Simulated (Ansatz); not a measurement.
# What CsZnH3 (model cell, started as cubic perovskite with Zn in the octahedra) distorts into, part 2 of 2

Which phase does CsZnH3 (model cell, started as cubic perovskite with Zn in the octahedra) fall into along its unstable mode, and how much energy does it gain?

Ansatz 0.2.0; DFT r2SCAN, scalar-relativistic, plane waves, PAW; PAW set soft_1.

So far. Step 5 (Energy along the mode, all amplitudes (two of the runs …): The lowest of the steps tried is at 0.45 Å, 62.7 meV/atom below the parent; the bottom of the well need not coincide with a step. Step 7 (The new phase in its own primitive cell): The largest force component left is 0.080 meV/Å and the pressure is 0.002 GPa, within the tolerances set. The cell now holds 15.69 Å³/atom. The relaxed cell has a = 5.971, c = 8.804 Å (conventional setting).

The structure was built from a prototype and need not be the compound's stable phase.

## Step 8: Modes of the new phase, k-mesh 6×6×6, occupations fixed

A relaxed structure may still be a saddle point, so its zone-centre modes are computed. The response to a homogeneous field gives the Born charges and the dielectric tensor.

The input, input.yaml:

```yaml
crystal:
  lattice:
    - [-2.9852846335, 2.9852846335, 4.4019992066]
    - [2.9852846335, -2.9852846335, 4.4019992066]
    - [2.9852846335, 2.9852846335, -4.4019992066]
  atoms:
    - { symbol: Cs, position: [0.75, 0.25, 0.5] }
    - { symbol: Cs, position: [0.25, 0.75, 0.5] }
    - { symbol: Zn, position: [0.0, 0.0, 0.0] }
    - { symbol: Zn, position: [0.5, 0.5, 0.0] }
    - { symbol: H, position: [0.7896070385, 0.2103929615, 0.0] }
    - { symbol: H, position: [0.2103929615, 0.7896070385, 0.0] }
    - { symbol: H, position: [0.6790702986, 0.6790702986, 0.0] }
    - { symbol: H, position: [0.3209297014, 0.3209297014, 0.0] }
    - { symbol: H, position: [0.2103929615, 0.2103929615, 0.420785923] }
    - { symbol: H, position: [0.7896070385, 0.7896070385, 0.5792140769] }
kpoints:
  mp_grid: { grid: [6, 6, 6] }
hamiltonian:
  xc: r2scan
  pseudopotentials: { kind: paw, azcp: { folder: soft_1 } }
scf:
  occupations: { method: fixed }
output:
  eigenvalues: true
phonons:
  method: dfpt
  dielectric: true
  rigid_motions: translations
```

The run is started by

```console
ansatz run input.yaml --threads 4 --pin off --max-ram 16384MiB --backend cpu --events-out ev --progress --plain --runs-dir out
```

Wall time 19 min (4 threads of Arm Neoverse V1, shared host); peak memory 7.1 GiB.

This step gave:

```yaml
sum_rule_residual_before_enforcement: 1.50e-4 eV/Å²
miss_of_the_charge_sum_rule: 0.004307 e
estimated_error_of_the_dielectric_tensor: 0.02157
estimated_error_of_the_born_charges: 0.01973 e
point_group: 4/mmm
highest_optical_mode_at_the_zone_centre_no_lo_to_term: 1637 cm⁻¹
lowest_optical_zone_centre_mode: -147.5 cm⁻¹
mean_high_frequency_dielectric_constant: 4.983
largest_born_charge_third_of_the_trace: 2.172 e
top_of_the_zone_centre_spectrum_with_the_field: 1681 cm⁻¹
```

Patterns of degenerate modes are one choice out of their space. Modes at Γ, with each element's share of the kinetic energy (negative means imaginary):

```
mode  frequency (cm⁻¹)  symmetry  Cs %  Zn %  H %
   1            -147.5       B2g     0     0  100
   2            -105.5        Eu     7    87    6
   3            -105.5        Eu     7    87    6
   4               0.0  acoustic    66    32    2
   5               0.0  acoustic    66    32    2
   6               0.0  acoustic    66    32    1
   7              73.7       B1g   100     0    0
   8              80.3        Eg   100     0    0
   9              80.3        Eg   100     0    0
  10             110.5       A2u     4    95    1
  11             115.4       A2u    30    68    2
  12             120.8        Eu    26    72    2
  13             120.8        Eu    26    72    2
  14             372.9       B1u     0     0  100
  15             482.6        Eu     1     7   92
  16             482.6        Eu     1     7   92
  17             542.8        Eg     0     0  100
  18             542.8        Eg     0     0  100
  19             595.9       A2g     0     0  100
  20             699.1        Eg     0     0  100
  21             699.1        Eg     0     0  100
  22             716.0       A2u     0     2   98
  23             755.6        Eu     0     1   99
  24             755.6        Eu     0     1   99
  25             952.8       B1g     0     0  100
  26            1087.0        Eu     0     1   99
  27            1087.0        Eu     0     1   99
  28            1167.2       A1g     0     0  100
  29            1614.7       A1g     0     0  100
  30            1636.8       A2u     0     3   97
```

Displacements in mode 1 (-147.5 cm⁻¹), the largest set to 1:
```
Cs1  0.00  0.00  0.00
Cs2  0.00  0.00  0.00
Zn3  0.00  0.00  0.00
Zn4  0.00  0.00  0.00
H5  -1.00  1.00  0.00
H6   1.00 -1.00  0.00
H7   0.00  0.00  0.00
H8   0.00  0.00  0.00
H9   1.00  1.00  0.00
H10 -1.00 -1.00  0.00
```

Displacements in mode 2 (-105.5 cm⁻¹), the largest set to 1:
```
Cs1  0.01 -0.13  0.00
Cs2  0.01 -0.13  0.00
Zn3  0.03 -0.30  0.00
Zn4 -0.10  0.90  0.00
H5   0.25 -1.00  0.00
H6   0.25 -1.00  0.00
H7   0.04 -0.36  0.00
H8   0.04 -0.36  0.00
H9  -0.03 -0.97  0.00
H10 -0.03 -0.97  0.00
```

Optical modes at the zone centre, without and with the macroscopic field of the longitudinal modes; each column is sorted by frequency, so a row need not hold one and the same mode. Modes with and without the field, by row:

```
rank among optical modes  no field (cm⁻¹)  q along (1, 0, 0) (cm⁻¹)  q along (0, 0, 1) (cm⁻¹)
                       1           -147.5                    -147.5                    -147.5
                       2           -105.5                    -105.5                    -105.5
                       3           -105.5                      62.8                    -105.5
                       4             73.7                      73.7                      73.7
                       5             80.3                      80.3                      80.3
                       6             80.3                      80.3                      80.3
                       7            110.5                     110.5                     110.7
                       8            115.4                     115.4                     120.8
                       9            120.8                     120.8                     120.8
                      10            120.8                     125.2                     128.3
                      11            372.9                     372.9                     372.9
                      12            482.6                     482.6                     482.6
                      13            482.6                     542.8                     482.6
                      14            542.8                     542.8                     542.8
                      15            542.8                     595.9                     542.8
                      16            595.9                     699.1                     595.9
                      17            699.1                     699.1                     699.1
                      18            699.1                       716                     699.1
                      19              716                     747.6                     755.6
                      20            755.6                     755.6                     755.6
                      21            755.6                     830.2                     844.5
                      22            952.8                     952.8                     952.8
                      23             1087                      1087                      1087
                      24             1087                      1121                      1087
                      25             1167                      1167                      1167
                      26             1615                      1615                      1615
                      27             1637                      1637                      1682
```

Born charge (rows field, columns displacement) (e), principal values of the symmetric part by kind of site:

```
atom  atoms with these values    low  middle   high   mean
 Cs1                        2   0.99    0.99   1.36   1.11
 Zn3                        1   1.26    2.49   2.49   2.08
 Zn4                        1   1.30    2.61   2.61   2.17
  H5                        4  -1.64   -0.99  -0.80  -1.14
  H7                        2  -1.04   -0.92  -0.92  -0.96
```

In full for H7:

```
-0.92  0.00  0.00
 0.00 -0.92  0.00
 0.00  0.00 -1.04
```

High-frequency dielectric tensor:

```
5.35 0.00 0.00
0.00 5.35 0.00
0.00 0.00 4.24
```

Transverse modes; imaginary modes are left out. Lines of the infrared spectrum (strongest = 100):

```
position (cm⁻¹)  label  relative intensity
             74    B1g                 0.0
             80     Eg                 0.0
            110    A2u                 0.0
            115    A2u                 0.4
            121     Eu                 0.3
            373    B1u                 0.0
            482     Eu                 100
            543     Eg                 0.0
            596    A2g                 0.0
            699     Eg                 0.0
            716    A2u                  19
            756     Eu                 1.0
            953    B1g                 0.0
           1087     Eu                 8.8
           1167    A1g                 0.0
           1615    A1g                 0.0
           1637    A2u                  12
```

Before it was imposed, the acoustic sum rule was missed by 1.5e-4 eV/Å² and the charge sum rule by 0.0043 e. Small misses are needed for a sound result but don't prove that mesh and cutoff are converged. The lowest optical mode is imaginary, 147.5i cm⁻¹, so the energy falls along it.

## Step 9: Outcome

* unstable mode of the parent: q = (-0.5, -0.5, -0.5), 1093i cm⁻¹
* depth at the lowest point sampled: 62.7 meV/atom
* largest atomic shift at that point: 0.45 Å
* space group reached (within 0.01 Å): I4/mmm
* energy gained over the parent (first relaxation, on the mesh of the frozen mode): 87.2 meV/atom
* volume per atom, phase reached: 15.7 Å³
* gap on the k-mesh, phase reached: 1.05 eV
* lowest optical zone-centre mode, phase reached: -148 cm⁻¹
* highest optical mode at the zone centre (no LO-TO term), phase reached: 1637 cm⁻¹

What this shows: Along this mode the structure falls into I4/mmm, 87.2 meV/atom below the parent. At the parent's cell the well is 62.65 meV/atom deep on the steps tried, with its lowest point at a shift of 0.45 Å. Relaxing atoms and cell changes the gain by +24.57 meV/atom against the lowest step (energies at zero smearing). The new phase still has an imaginary mode at the zone centre of its cell, so it is a saddle point on the way to a lower structure. Of the 4 patterns followed to their end from this parent, this one ends 1.76 meV/atom above the lowest, P4/mbm. Each path keeps the symmetry of its pattern, so a lower phase may lie along a pattern not tried. The q mesh stands for a supercell only 8.2 Å across, so branches between the solved wavevectors are rough. With no gap, or one that is small against the smearing, the frequencies hang on the k mesh and the smearing, most of all near Kohn anomalies. Spin-orbit coupling is left out, which can matter for the heavy elements here. A phonon run warned that its eigensolver left some bands unconverged in a pass. The starting cell was built on a prototype and not taken from a measurement, so the phase need not exist.

[Logs are printed without paths, hosts, clocks, repeated set-up lines and the standing remarks that a program may print on its own settings, such as how far it seeks lower states.]

[Hosts, paths, dates, database ids (printed as entryN), source tags and the programs' standing remarks are cut or masked in the printed files.]
